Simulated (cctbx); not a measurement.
**NaTl2VBr6 with cctbx, script by script**

Library: cctbx 2025.11. The data are simulated by the first script.

## 1. Simulate the data

run.py:

```python
from cctbx import adptbx, crystal, miller, sgtbx, xray
from cctbx.array_family import flex
from iotbx.shelx import hklf
from scitbx import matrix
import scitbx.random

cs = crystal.symmetry(unit_cell=(10.735, 10.735, 10.735, 90, 90, 90), space_group_symbol='Hall: -F 4 2 3')  # Fm-3m
atoms = [  # label, site, U (iso, or U11 U22 U33 U12 U13 U23 in A^2), occupancy
    ("Tl1", (0.25, 0.75, 0.75), (0.0144, 0.0144, 0.0144, -0.0000, -0.0000, -0.0000), 1),
    ("Br1", (0, 0, 0.7522), (0.0166, 0.0166, 0.0168, 0.0000, -0.0000, 0.0000), 1),
    ("V1", (0, 0, 0), (0.0187, 0.0187, 0.0187, 0.0000, 0.0000, -0.0000), 1),
    ("Na1", (0.5, 0, 0), (0.0270, 0.0270, 0.0270, 0.0000, -0.0000, 0.0000), 1),
]
xs = xray.structure(crystal_symmetry=cs)
for label, site, u, occ in atoms:
    u = adptbx.u_cif_as_u_star(cs.unit_cell(), u) if isinstance(u, tuple) else u
    xs.add_scatterer(xray.scatterer(label, site=site, u=u, occupancy=occ))
xs.set_inelastic_form_factors(0.71073, "sasaki")
xs.show_summary()
p1 = xs.expand_to_p1()
ms = miller.build_set(p1, anomalous_flag=True, d_min=0.7)
flex.set_random_seed(90382)
scitbx.random.set_random_seed(90382)
ms = ms.select(flex.random_double(ms.size()) < 0.8)
i = ms.structure_factors_from_scatterers(p1, algorithm="direct").f_calc().as_intensity_array().data()
i = i * 40000 / flex.max(i)
sig = flex.sqrt(i + flex.pow2(0.04 * i) + 15 ** 2)
noise = scitbx.random.variate(scitbx.random.normal_distribution())(i.size())
data = ms.array(data=i + sig * noise, sigmas=sig).set_observation_type_xray_intensity()
with open("data.hkl", "w") as f:
    data.export_as_shelx_hklf(f)
print("reflections written:", data.size(), " <I/sigma> = %.1f" % flex.mean(data.data() / data.sigmas()))
for h, a, b in list(data.sort("data"))[:12]:
    print("%4d%4d%4d %9.1f %7.1f" % (h + (a, b)))
```

```console
$ python run.py
```

```text
Number of scatterers: 4
At special positions: 4
Unit cell: (10.735, 10.735, 10.735, 90, 90, 90)
Space group: F m -3 m (No. 225)
reflections written: 12184  <I/sigma> = 2.2
   0  -4   0   40361.1  1612.5
   4   0   0   39918.3  1612.5
  -4   0   0   39828.9  1612.5
   0   0  -4   39295.3  1612.5
   0   4   0   38626.7  1612.5
   0   0   4   38353.0  1612.5
   2   2  -2   34039.0  1259.7
  -2  -2   2   31444.7  1259.7
   2  -2  -2   31275.2  1259.7
  -4   4   0   31166.5  1183.2
  -2  -2  -2   31087.7  1259.7
   2  -2   2   30734.2  1259.7
```

It took 0.29 s on 1 thread of Intel(R) Xeon(R) CPU @ 2.60GHz (Ice Lake), on a shared host, peak memory 0.07 GiB.

## 2. Refinement (right model, isotropic)

run.py:

```python
import math
from cctbx import adptbx, crystal, maptbx, sgtbx, xray
from cctbx.array_family import flex
from cctbx.xray import observations
from iotbx.shelx import hklf
from scitbx.lstbx import normal_eqns_solving
from smtbx import absolute_structure, utils
from smtbx.refinement import constraints, least_squares

cs = crystal.symmetry(unit_cell=(10.735, 10.735, 10.735, 90, 90, 90), space_group_symbol='Hall: -F 4 2 3')  # Fm-3m
atoms = [  # label, site, U (iso, or U11 U22 U33 U12 U13 U23 in A^2), occupancy
    ("Tl1", (0.25, 0.75, 0.75), 0.0200, 1),
    ("Br1", (0, 0, 0.7521), 0.0200, 1),
    ("V1", (0, 0, 0), 0.0200, 1),
    ("Na1", (0.5, 0, 0), 0.0200, 1),
]
xs = xray.structure(crystal_symmetry=cs)
for label, site, u, occ in atoms:
    u = adptbx.u_cif_as_u_star(cs.unit_cell(), u) if isinstance(u, tuple) else u
    xs.add_scatterer(xray.scatterer(label, site=site, u=u, occupancy=occ))
xs.set_inelastic_form_factors(0.71073, "sasaki")
raw = hklf.reader(file_name="data.hkl").as_miller_arrays(crystal_symmetry=cs, anomalous=True)[0]
merged = raw.eliminate_sys_absent().merge_equivalents()
fo2 = merged.array().set_observation_type_xray_intensity()
print("Rint %.3f, %d unique reflections to %.2f A" % (merged.r_int(), fo2.size(), fo2.d_min()))
for sc in xs.scatterers():
    sc.flags.set_grad_site(True)
    sc.flags.set_grad_u_aniso(sc.flags.use_u_aniso())
    sc.flags.set_grad_u_iso(sc.flags.use_u_iso())
obs = fo2.as_xray_observations()
extra = {}
rep = constraints.reparametrisation(xs, [], utils.connectivity_table(xs), **extra)
ls = least_squares.crystallographic_ls(obs, rep, weighting_scheme=least_squares.mainstream_shelx_weighting(a=0, b=0))
print("cycle     R1     wR2    GooF  max shift (A)")
for cycle in range(8):
    ls.build_up()
    r1, wr2, goof = ls.r1_factor(cutoff_factor=2)[0], ls.wR2(), ls.goof()
    old = xs.sites_cart()
    normal_eqns_solving.levenberg_marquardt_iterations(ls, n_max_iterations=3, tau=1e-06, step_threshold=1e-7)
    big = flex.max((xs.sites_cart() - old).norms())
    print("%4d %7.4f %7.4f %7.3f %9.5f" % (cycle + 1, r1, wr2, goof, big))
    ls.build_up(objective_only=True)
    if abs(ls.wR2() - wr2) < 5e-5 and big < 5e-4:
        break
ls.build_up()
print("final R1 %.4f wR2 %.4f GooF %.3f  parameters %d  data/parameter %.1f" % (ls.r1_factor(cutoff_factor=2)[0], ls.wR2(), ls.goof(), ls.n_parameters, fo2.size() / ls.n_parameters))
cov = ls.covariance_matrix_and_annotations()
su = dict(zip(cov.annotations, (math.sqrt(max(v, 0)) for v in cov.matrix.matrix_packed_u_diagonal())))
a2 = cs.unit_cell().reciprocal_parameters()[0] ** -2
print("atom        x        y        z      Ueq    occ   su(xyz)  su(Uiso or U11)")
for sc in xs.scatterers():
    s = max(su.get(sc.label + k, 0) for k in (".x", ".y", ".z"))
    npd = "" if sc.is_positive_definite_u(cs.unit_cell()) else "  NPD"
    print("%-5s %8.5f %8.5f %8.5f %8.4f %6.3f %8.5f %7.4f%s" % ((sc.label,) + sc.site + (sc.u_iso_or_equiv(cs.unit_cell()), sc.occupancy, s, su.get(sc.label + ".uiso", su.get(sc.label + ".u11", 0) * a2), npd)))
fo = fo2.f_sq_as_f()
fc = fo.structure_factors_from_scatterers(xs, algorithm="direct").f_calc()
diff = fo.f_obs_minus_f_calc(1 / math.sqrt(ls.scale_factor()), fc).average_bijvoet_mates()
m = diff.fft_map(symmetry_flags=maptbx.use_space_group_symmetry, resolution_factor=0.25).apply_volume_scaling()
print("difference map: max %.2f min %.2f rms %.2f" % (m.statistics().max(), m.statistics().min(), m.statistics().sigma()))
peaks = m.peak_search(parameters=maptbx.peak_search_parameters(min_distance_sym_equiv=0.6, max_clusters=6)).all()
near = xs.closest_distances(peaks.sites(), distance_cutoff=4)
sps = cs.special_position_settings(min_distance_sym_equiv=0.5)
for k, (x, h) in enumerate(zip(peaks.sites(), peaks.heights())):
    ss = sps.site_symmetry(x)
    print("Q%-3d %7.4f %7.4f %7.4f %4d %7.2f  %.2f A from %s" % ((k + 1,) + tuple(t % 1 for t in ss.exact_site()) + (ss.multiplicity(), h, near.smallest_distances[k], xs.scatterers()[near.i_seqs[k]].label)))
```

```console
$ python run.py
```

```text
Rint 0.036, 129 unique reflections to 0.70 A
cycle     R1     wR2    GooF  max shift (A)
   1  0.0623  0.1340   8.178   0.00229
   2  0.0073  0.0142   0.866   0.00000
final R1 0.0073 wR2 0.0142 GooF 0.866  parameters 5  data/parameter 25.8
atom        x        y        z      Ueq    occ   su(xyz)  su(Uiso or U11)
Tl1    0.25000  0.75000  0.75000   0.0143  1.000  0.00000  0.0001
Br1    0.00000  0.00000  0.75231   0.0166  1.000  0.00007  0.0001
V1     0.00000  0.00000  0.00000   0.0194  1.000  0.00000  0.0005
Na1    0.50000  0.00000  0.00000   0.0264  1.000  0.00000  0.0015
difference map: max 0.70 min -0.58 rms 0.14
Q1    0.0000  0.0000  0.4330   24    0.71  0.72 A from Na1
Q2    0.0000  0.0000  0.5000    4    0.51  0.00 A from Na1
Q3    0.0503  0.0503  0.3531   96    0.51  1.37 A from Br1
Q4    0.0000  0.1284  0.1284   48    0.45  1.88 A from Br1
Q5    0.0000  0.0000  0.2116   24    0.45  0.39 A from Br1
Q6    0.1760  0.1760  0.1760   32    0.44  1.38 A from Tl1
```

Time: 0.37 s.

## 3. Refinement (right model, anisotropic)

run.py, as its changes from the last script of this kind:

```diff
@@ -12,4 +12,4 @@
-    ("Tl1", (0.25, 0.75, 0.75), 0.0200, 1),
-    ("Br1", (0, 0, 0.7521), 0.0200, 1),
-    ("V1", (0, 0, 0), 0.0200, 1),
-    ("Na1", (0.5, 0, 0), 0.0200, 1),
+    ("Tl1", (0.25, 0.75, 0.75), 0.0143, 1),
+    ("Br1", (0, 0, 0.75231), 0.0166, 1),
+    ("V1", (0, 0, 0), 0.0194, 1),
+    ("Na1", (0.5, 0, 0), 0.0264, 1),
@@ -21,0 +22 @@
+xs.convert_to_anisotropic()
```

```console
$ python run.py
```

```text
Rint 0.036, 129 unique reflections to 0.70 A
cycle     R1     wR2    GooF  max shift (A)
   1  0.0073  0.0143   0.877   0.00057
   2  0.0069  0.0138   0.844   0.00000
final R1 0.0069 wR2 0.0138 GooF 0.844  parameters 6  data/parameter 21.5
atom        x        y        z      Ueq    occ   su(xyz)  su(Uiso or U11)
Tl1    0.25000  0.75000  0.75000   0.0143  1.000  0.00000  0.0001
Br1    0.00000  0.00000  0.75226   0.0166  1.000  0.00007  0.0001
V1     0.00000  0.00000  0.00000   0.0191  1.000  0.00000  0.0005
Na1    0.50000  0.00000  0.00000   0.0274  1.000  0.00000  0.0015
difference map: max 0.92 min -0.98 rms 0.14
Q1    0.0000  0.0000  0.5000    4    0.92  0.00 A from Na1
Q2    0.0000  0.0000  0.4320   24    0.67  0.73 A from Na1
Q3    0.0509  0.0509  0.3536   96    0.49  1.37 A from Br1
Q4    0.0000  0.0000  0.2177   24    0.49  0.32 A from Br1
Q5    0.0000  0.1282  0.1282   48    0.45  1.88 A from Br1
Q6    0.0000  0.0493  0.0493   48    0.45  0.75 A from V1
```

Time: 0.35 s.

## 4. Refinement

run.py, as its changes from the last script of this kind:

```diff
@@ -13,2 +13,2 @@
-    ("Br1", (0, 0, 0.75231), 0.0166, 1),
-    ("V1", (0, 0, 0), 0.0194, 1),
+    ("V1", (0, 0, 0.75231), 0.0166, 1),
+    ("Br1", (0, 0, 0), 0.0194, 1),
@@ -36 +36 @@
-for cycle in range(8):
+for cycle in range(12):
```

```console
$ python run.py
```

```text
Rint 0.036, 129 unique reflections to 0.70 A
cycle     R1     wR2    GooF  max shift (A)
   1  0.2470  0.4013  24.602   0.00000
final R1 0.2470 wR2 0.4013 GooF 24.602  parameters 6  data/parameter 21.5
atom        x        y        z      Ueq    occ   su(xyz)  su(Uiso or U11)
Tl1    0.25000  0.75000  0.75000   0.0143  1.000  0.00000  0.0020
V1     0.00000  0.00000  0.75231   0.0166  1.000  0.00213  0.0056
Br1    0.00000  0.00000  0.00000   0.0194  1.000  0.00000  0.0053
Na1    0.50000  0.00000  0.00000   0.0264  1.000  0.00000  0.0266
difference map: max 92.20 min -37.01 rms 4.46
Q1    0.0000  0.0000  0.2489   24   92.27  0.01 A from V1
Q2    0.2500  0.2500  0.2500    8   75.75  0.00 A from Tl1
Q3    0.0000  0.0000  0.5000    4    5.97  0.00 A from Na1
Q4    0.0000  0.2500  0.2500   24    4.54  2.68 A from Tl1
Q5    0.0000  0.0977  0.2520   96    3.07  1.05 A from V1
Q6    0.0579  0.0579  0.3045   96    2.97  1.07 A from V1
```

Time: 0.36 s.

This run holds a fault made on purpose: elements exchanged: Br1 is V and V1 is Br.

## 5. Refinement

run.py, as its changes from the last script of this kind:

```diff
@@ -13,3 +13,2 @@
-    ("V1", (0, 0, 0.75231), 0.0166, 1),
-    ("Br1", (0, 0, 0), 0.0194, 1),
-    ("Na1", (0.5, 0, 0), 0.0264, 1),
+    ("Br1", (0, 0, 0.75231), 0.0166, 1),
+    ("V1", (0, 0, 0), 0.0194, 1),
```

```console
$ python run.py
```

```text
Rint 0.036, 129 unique reflections to 0.70 A
cycle     R1     wR2    GooF  max shift (A)
   1  0.0548  0.1351   8.249   0.01262
   2  0.0448  0.1142   6.970   0.00018
final R1 0.0449 wR2 0.1141 GooF 6.969  parameters 5  data/parameter 25.8
atom        x        y        z      Ueq    occ   su(xyz)  su(Uiso or U11)
Tl1    0.25000  0.75000  0.75000   0.0131  1.000  0.00000  0.0005
Br1    0.00000  0.00000  0.75115   0.0154  1.000  0.00028  0.0007
V1     0.00000  0.00000  0.00000   0.0102  1.000  0.00000  0.0015
difference map: max 28.06 min -10.13 rms 0.71
Q1    0.0000  0.0000  0.5000    4   28.06  2.70 A from Br1
Q2    0.2500  0.2500  0.2500    8    4.79  0.00 A from Tl1
Q3    0.0000  0.0000  0.2237   24    3.55  0.27 A from Br1
Q4    0.0000  0.0000  0.0000    4    1.70  0.00 A from V1
Q5    0.0000  0.2200  0.2200   48    1.56  2.38 A from Br1
Q6    0.0576  0.0576  0.4424   32    0.67  2.25 A from Br1
```

Run time: 0.39 s on 1 thread of Intel(R) Xeon(R) CPU @ 2.60GHz (Ice Lake), on a shared host, peak memory 0.09 GiB.

This run holds a fault made on purpose: atom left out: Na1.

[Logs are printed without paths, hosts, clocks, repeated set-up lines and the standing remarks that a program may print on its own settings, such as how far it seeks lower states.]
